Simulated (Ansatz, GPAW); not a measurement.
# A 3-layer slab of Rh(111): simulated STM images, part 2 of 2

What would a tunnelling microscope show on a 3-layer slab of Rh(111)?

GPAW 26.7.0 and Ansatz 0.2.0; GPAW, PAW setups; slab in vacuum (the session's first sound run).

So far, upper work function (eV): step 2 (relaxation) 5.06; step 3 (bands at fixed density, height 4 Å, STM [-2.0, -1.0, 1.5] V) 5.06.

### Step 4. A second plane-wave code

A second program with its own datasets checks the number independently.

This step: Ansatz plane waves; slab in vacuum with a dipole correction (Ansatz 0.2.0).

Contents of input.yaml:

```yaml
crystal:
  lattice:
    - [2.6870057685, 0.0, 0.0]
    - [1.3435028843, 2.3270152556, 0.0]
    - [0.0, 0.0, 18.3878620458]
  atoms:
    - { symbol: Rh, position: [0.3333326363, 0.3333325805, 0.3806859102] }
    - { symbol: Rh, position: [0.6666689943, 0.666665161, 0.4992766713] }
    - { symbol: Rh, position: [0.0, 0.0, 0.6175710876] }
kpoints:
  mp_grid: { grid: [13, 13, 1] }
hamiltonian:
  xc: pbe
scf:
  occupations: { method: fermi_dirac, width: 0.1 }
efield:
  axis: 3
  dipole_correction: true
  ramp_width: 0.05
output:
  forces: true
  band_densities:
    - { e_range: [-2.0, 0] }
    - { e_range: [-1.0, 0] }
    - { e_range: [0, 1.5] }
  write_potential: true
  write_density: true
  volumetric_format: npy
```

Started as:

```console
ansatz run input.yaml --threads 4 --pin off --max-ram 8192MiB --backend cpu --events-out ev --progress --plain --runs-dir out
```

Run time: 2.8 s. Hardware: 4 threads of Intel Xeon Platinum 8488C (Sapphire Rapids), shared host; peak memory 0.45 GiB; 9.3 s of CPU time.

Numbers from this step:

```
free energy                   : -19207.1562 eV
smearing term TS              : 0.1756 eV
symmetry operations           : 6
upper work function           : 5.088 eV
lower work function           : 5.088 eV
dipole along the normal       : 1.10e-5 e·Å
dipole field                  : 1.73e-5 V/Å
vacuum level above            : 9.887 eV
vacuum level below            : 9.887 eV
corrugation e range -2 0 4    : 0.007033 Å
decay e range -2 0            : 1.265 Å⁻¹
apparent barrier e range -2 0 : 6.095 eV, hbar² kappa² / 2m (holds the in-plane momentum too)
corrugation e range -1 0 4    : 0.01202 Å
decay e range -1 0            : 1.220 Å⁻¹
apparent barrier e range -1 0 : 5.673 eV, hbar² kappa² / 2m (holds the in-plane momentum too)
corrugation e range 0 1.5 4   : 0.01937 Å
```

Electrostatic potential energy of an electron (with the applied field's), less the Fermi level, planar mean against z:

```csv
z (Å),"electrostatic potential energy of an electron (with the applied field's), less the Fermi level, planar mean (eV)"
0.0,5.09
0.5,5.09
1.0,5.09
1.5,5.09
2.0,5.09
2.5,5.09
3.0,5.09
3.5,5.08
4.0,5.06
4.5,5.00
5.0,4.77
5.5,3.88
6.0,0.457
6.5,-14.4
7.0,-25.8
7.5,-14.6
8.0,-1.24
8.5,-8.24
9.0,-24.6
9.5,-21.2
10.0,-3.96
10.5,-3.16
11.0,-19.7
11.5,-24.8
12.0,-8.91
12.5,2.03
13.0,4.26
13.5,4.86
14.0,5.03
14.5,5.07
15.0,5.08
15.5,5.09
16.0,5.09
16.5,5.09
17.0,5.09
17.5,5.09
18.0,5.09
```

Valence density, planar mean against z:

```csv
z (Å),"valence density, planar mean (e/Å³)"
3.5,2.5e-4
4.0,9.0e-4
4.5,0.00332
5.0,0.0121
5.5,0.0469
6.0,0.201
6.5,1.21
7.0,2.47
7.5,1.22
8.0,0.354
8.5,0.703
9.0,2.28
9.5,1.85
10.0,0.460
10.5,0.445
11.0,1.75
11.5,2.35
12.0,0.761
12.5,0.126
13.0,0.0317
13.5,0.00842
14.0,0.00226
14.5,6.3e-4
15.0,1.7e-4
```

E_range_-2_0. Planar mean of the window's density against height over the top atom:

```csv
height over the top atom (Å),planar mean of the window's density (e/Å³)
1.50,0.0288
1.70,0.0181
1.90,0.0112
2.10,0.00689
2.30,0.00423
2.50,0.00259
2.70,0.00159
2.90,9.7e-4
3.10,5.9e-4
3.30,3.6e-4
3.50,2.2e-4
3.70,1.3e-4
3.90,8.0e-5
4.10,4.8e-5
4.30,2.9e-5
4.50,1.7e-5
4.70,1.0e-5
4.90,6.2e-6
5.10,3.7e-6
5.30,2.2e-6
5.50,1.3e-6
5.70,7.9e-7
5.90,4.7e-7
```

Density over a1 and a2. Constant height 4 Å over the top atom, window e_range_-2_0.

Values in units of 1e-5 e/Å³, 12 rows by 16 columns, each cell a mean:
```
6.2 6.2 6.2 6.2 6.2 6.2 6.2 6.2 6.2 6.2 6.2 6.2 6.2 6.2 6.2 6.2
6.2 6.2 6.2 6.2 6.2 6.2 6.2 6.2 6.2 6.1 6.2 6.2 6.2 6.2 6.2 6.2
6.2 6.2 6.2 6.2 6.2 6.2 6.2 6.2 6.2 6.1 6.1 6.1 6.2 6.2 6.2 6.2
6.2 6.2 6.2 6.2 6.2 6.2 6.2 6.2 6.2 6.1 6.1 6.1 6.1 6.2 6.2 6.2
6.2 6.2 6.2 6.2 6.2 6.2 6.2 6.2 6.2 6.1 6.1 6.1 6.1 6.1 6.2 6.2
6.2 6.2 6.2 6.2 6.2 6.2 6.2 6.2 6.2 6.2 6.2 6.1 6.1 6.2 6.2 6.2
6.2 6.2 6.2 6.2 6.2 6.2 6.2 6.2 6.2 6.2 6.2 6.2 6.2 6.2 6.2 6.2
6.2 6.2 6.2 6.2 6.2 6.2 6.2 6.2 6.2 6.2 6.2 6.2 6.2 6.2 6.2 6.2
6.2 6.2 6.2 6.2 6.2 6.2 6.2 6.2 6.2 6.2 6.2 6.2 6.2 6.2 6.2 6.2
6.2 6.2 6.2 6.2 6.2 6.2 6.2 6.2 6.2 6.2 6.2 6.2 6.2 6.2 6.2 6.2
6.2 6.2 6.2 6.2 6.2 6.2 6.2 6.2 6.2 6.2 6.2 6.2 6.2 6.2 6.2 6.2
6.2 6.2 6.2 6.2 6.2 6.2 6.2 6.2 6.2 6.2 6.2 6.2 6.2 6.2 6.2 6.2
```
Columns: a1 from 0 to 0.944; rows upwards: a2 from 0 to 0.944.

The tip height over the top atom is 4.00 Å all over the map of a1 and a2.

E_range_-1_0. The planar mean of the window's density by height over the top atom:

```csv
height over the top atom (Å),planar mean of the window's density (e/Å³)
1.50,0.0143
1.70,0.00933
1.90,0.00598
2.10,0.00379
2.30,0.00240
2.50,0.00151
2.70,9.5e-4
2.90,6.0e-4
3.10,3.7e-4
3.30,2.3e-4
3.50,1.4e-4
3.70,8.9e-5
3.90,5.4e-5
4.10,3.3e-5
4.30,2.0e-5
4.50,1.2e-5
4.70,7.6e-6
4.90,4.6e-6
5.10,2.8e-6
5.30,1.7e-6
5.50,1.0e-6
5.70,6.1e-7
5.90,3.6e-7
```

Density over a1 and a2. Constant height 4 Å over the top atom, window e_range_-1_0.

Ten even steps from '0' (4.22 × 1e-5 e/Å³) to '9' (4.34 × 1e-5 e/Å³):
```
999875421111245789
999875431111134578
788775432100123457
677765432100012345
556655432100001234
344444321100000112
233333321100000011
122222221110000011
111111111111111111
111111111111122211
221111111122233332
332111011123344444
543211111123455555
654321111123456777
776432111123467788
987643211123467899
998754321123457899
999765321112356799
```
Columns: a1 from 0 to 0.944; rows upwards: a2 from 0 to 0.944.

Tip height over the top atom over a1 and a2. Constant current at the density 4.265e-05 e/Å^3, window e_range_-1_0.

Values in Å, 12 rows by 16 columns, each cell a mean:
```
4.007 4.007 4.006 4.005 4.003 4.001 3.999 3.998 3.997 3.997 3.998 3.999 4.001 4.003 4.005 4.007
4.005 4.006 4.006 4.005 4.003 4.002 3.999 3.998 3.997 3.996 3.997 3.998 3.999 4.001 4.003 4.005
4.003 4.003 4.004 4.003 4.002 4.001 3.999 3.998 3.997 3.996 3.996 3.996 3.997 3.998 4.000 4.002
4.001 4.001 4.002 4.002 4.001 4.001 3.999 3.998 3.997 3.996 3.996 3.996 3.996 3.997 3.998 4.000
3.999 3.999 4.000 4.000 4.000 3.999 3.999 3.998 3.997 3.996 3.996 3.996 3.996 3.996 3.997 3.998
3.997 3.998 3.998 3.998 3.998 3.998 3.998 3.998 3.997 3.997 3.997 3.997 3.997 3.997 3.997 3.997
3.998 3.998 3.997 3.997 3.997 3.997 3.997 3.997 3.998 3.998 3.998 3.998 3.998 3.998 3.998 3.998
4.000 3.999 3.998 3.997 3.997 3.997 3.997 3.997 3.998 3.999 3.999 4.000 4.000 4.000 4.000 4.000
4.002 4.001 4.000 3.999 3.998 3.997 3.997 3.997 3.998 3.999 4.000 4.001 4.002 4.003 4.003 4.003
4.004 4.003 4.002 4.000 3.999 3.998 3.997 3.997 3.998 3.999 4.000 4.002 4.003 4.004 4.005 4.005
4.006 4.006 4.004 4.002 4.001 3.999 3.998 3.997 3.998 3.999 4.000 4.002 4.003 4.005 4.006 4.007
4.008 4.007 4.006 4.004 4.002 4.000 3.999 3.998 3.997 3.998 3.999 4.001 4.003 4.005 4.006 4.007
```
Columns: a1 from 0 to 0.944; rows upwards: a2 from 0 to 0.944.

E_range_0_1.5. The planar mean of the window's density by height over the top atom:

```csv
height over the top atom (Å),planar mean of the window's density (e/Å³)
1.50,0.0168
1.70,0.0114
1.90,0.00766
2.10,0.00509
2.30,0.00338
2.50,0.00224
2.70,0.00148
2.90,9.8e-4
3.10,6.5e-4
3.30,4.3e-4
3.50,2.8e-4
3.70,1.8e-4
3.90,1.2e-4
4.10,7.9e-5
4.30,5.1e-5
4.50,3.3e-5
4.70,2.2e-5
4.90,1.4e-5
5.10,9.3e-6
5.30,6.1e-6
5.50,4.0e-6
5.70,2.7e-6
5.90,1.8e-6
```

Density over a1 and a2. Constant height 4 Å over the top atom, window e_range_0_1.5.

Ten even steps from '0' (9.58 × 1e-5 e/Å³) to '9' (9.99 × 1e-5 e/Å³):
```
999865321111235689
898875431111134578
788765432100123456
667665432100012345
455554332100001233
334443321100000112
222332221100000011
111121111110000011
111111111111111111
110000000111122211
211000000112233332
321100000112334443
432110000112345555
654321000123456676
765431100113456788
887542110112457889
998653211112356899
998764321112346789
```
Columns: a1 from 0 to 0.944; rows upwards: a2 from 0 to 0.944.

Tip height over the top atom over a1 and a2. Constant current at the density 9.723e-05 e/Å^3, window e_range_0_1.5.

Ten even steps from '_' (3.993 Å) to '@' (4.013 Å):
```
@@@@@@%%**++==--::....::--==++**%%@@
@@@@@@%%****==--::......::--==****%%
##%%%%##****==--::........::--==****
**********++==--::....__....::--==++
++++****++++==--::....____....::--==
--==========----::....______....::--
::------------::::....________....::
..::::::::::::::....................
....................................
........______........::::::::::::::
::::....________....::::------------
----::..__________..::----==========
++==--::..________..::--==++++****++
**++==--::..______..::--==++********
##****==--::........::--==****##%%%%
@@%%****==--::......::--==****%%@@@@
@@@@%%**++==--::....::--==++**%%@@@@
@@@@@@##**++--::......::--++**##@@@@
```
Columns: a1 from 0 to 0.944; rows upwards: a2 from 0 to 0.944.

Force by atom:

```csv
atom,x (eV/Å),y (eV/Å),z (eV/Å),size
Rh1,0.000,0.000,0.129,0.129
Rh2,0.000,0.000,-0.038,0.038
Rh3,0.000,0.000,-0.091,0.091
```

The upper face's work function is 5.088 eV, against 5.064 eV in the first plane-wave PBE run at this geometry.

### Step 5. Side by side

Results and costs are gathered.

This step: comparison of work functions, dipole and cost (GPAW 26.7.0).

Ladder, by row:

```csv
step,code,"work function, upper (eV)","work function, lower (eV)",dipole (e Å),wall time (s),peak memory (GiB),threads
pw,GPAW,5.064,5.065,-1.06e-4,98.66,0.32,1
ansatz,Ansatz,5.088,5.088,1.10e-5,2.79,0.452,4
```

### Step 6. A changed run

One more run, with changed settings.

This step: GPAW, PAW setups; slab in vacuum (GPAW 26.7.0).

Contents of run.py:

```python
import json
import numpy as np
from ase import Atoms
from gpaw import GPAW, PW

slab = Atoms(
    ['Rh', 'Rh', 'Rh'],
    positions=[
        [1.34350, 0.77567, 7.00000],
        [2.68701, 1.55134, 9.18063],
        [-0.00000, -0.00000, 11.35581]],
    cell=[[2.68701, 0.0, 0.0], [1.3435, 2.32702, 0.0], [0.0, 0.0, 18.38786]],
    pbc=[True, True, False])

slab.calc = GPAW(mode=PW(400), xc='PBE', kpts={'size': (13, 13, 1), 'gamma': True},
                 occupations={'name': 'fermi-dirac', 'width': 0.1}, nbands='140%',
                 convergence={'density': 1e-05}, maxiter=6,
                 poissonsolver={'dipolelayer': 'xy'},
                 symmetry={'tolerance': 1e-3}, txt='slab.txt')
result = {}
energy = slab.get_potential_energy()
fermi = slab.calc.get_fermi_level()
v = slab.calc.get_electrostatic_potential().mean((0, 1)) - fermi
n = slab.calc.get_pseudo_density().mean((0, 1))
L = slab.cell[2, 2]
z = np.arange(len(v)) * L / len(v)
low, high = slab.positions[:, 2].min(), slab.positions[:, 2].max()
below, above = np.interp([low - 4.8, high + 4.8], z, v)
slopes = [np.interp(x, z, np.gradient(v, z)) for x in (low - 4.8, high + 4.8)]
eps = np.array([[slab.calc.get_eigenvalues(k, s) for k in range(len(slab.calc.get_ibz_k_points()))]
                for s in range(slab.calc.get_number_of_spins())]) - fermi
top, bottom = eps[eps < 0].max(), eps[eps > 0].min()
dipole = slab.get_dipole_moment()[2]
print(f'energy {energy:.4f} eV, Fermi level {fermi:.4f} eV, dipole {dipole:.5f} e A')
print(f'potential 4.8 A off the faces, from the Fermi level: lower {below:.4f} eV, upper {above:.4f} eV')
print(f'slope of the potential there: lower {slopes[0]:.5f}, upper {slopes[1]:.5f} eV/A')
print(f'nearest levels on the mesh: {top:.4f} and {bottom:.4f} eV')
print('magnetic moment', round(slab.get_magnetic_moment(), 3))
result.update(energy=energy, fermi=fermi, dipole=dipole, below=below, above=above, slopes=slopes, edges=[top, bottom],
              z=z.tolist(), v=v.tolist(), n=n.tolist(), positions=slab.positions.tolist(),
              forces=slab.get_forces(apply_constraint=False).tolist(), moments=slab.get_magnetic_moments().tolist())
json.dump(result, open('result.json', 'w'))
```

Started as:

```console
OMP_NUM_THREADS=1 OPENBLAS_NUM_THREADS=1 python run.py
```

Run time: 12 s. Hardware: 1 thread; peak memory 0.18 GiB.

The fault put into the input: too few SCF iterations (maxiter = 6).

### Step 7. Outcome

| Quantity | Value |
| --- | --- |
| work function, both faces | 5.06 eV |
| dipole along the normal | -1.1e-4 e Å, near the numerical noise |
| corrugation at -2 V | 0.0289 Å |
| corrugation at -1 V | 0.0291 Å |
| corrugation at 1.5 V | 0.0307 Å |

**Reading.** In GPAW's constant-current maps the tip height varies by under 0.05 Å at every bias shown (0.031 Å at most), which is near the numerical ripple of the maps: an s-wave tip would see an almost flat surface. Negative sample bias images filled states, positive bias empty ones. The two plane-wave codes differ by 0.023 eV on the upper face. The images are of Tersoff-Hamann type: an s-wave tip, no tip-sample forces, heights closer than in a microscope. Ansatz gives corrugations of 0.0070 Å at -2 V (GPAW 0.029), 0.012 Å at -1 V (GPAW 0.029) and 0.019 Å at 1.5 V (GPAW 0.031). GPAW's time includes a further run over the whole zone for the images, so the two times are not like for like. The slab is only 4.4 Å thick between its outer nuclei, so the values belong to this film more than to the surface of the bulk metal. The in-plane lattice was kept as typed, which isn't the functional's own and leaves some strain; spin-orbit coupling and temperature are left out.

[Logs are printed without paths, hosts, clocks, repeated set-up lines and the standing remarks that a program may print on its own settings, such as how far it seeks lower states.]

[Hosts, paths, dates, database ids (printed as entryN), source tags and the programs' standing remarks are cut or masked in the printed files.]
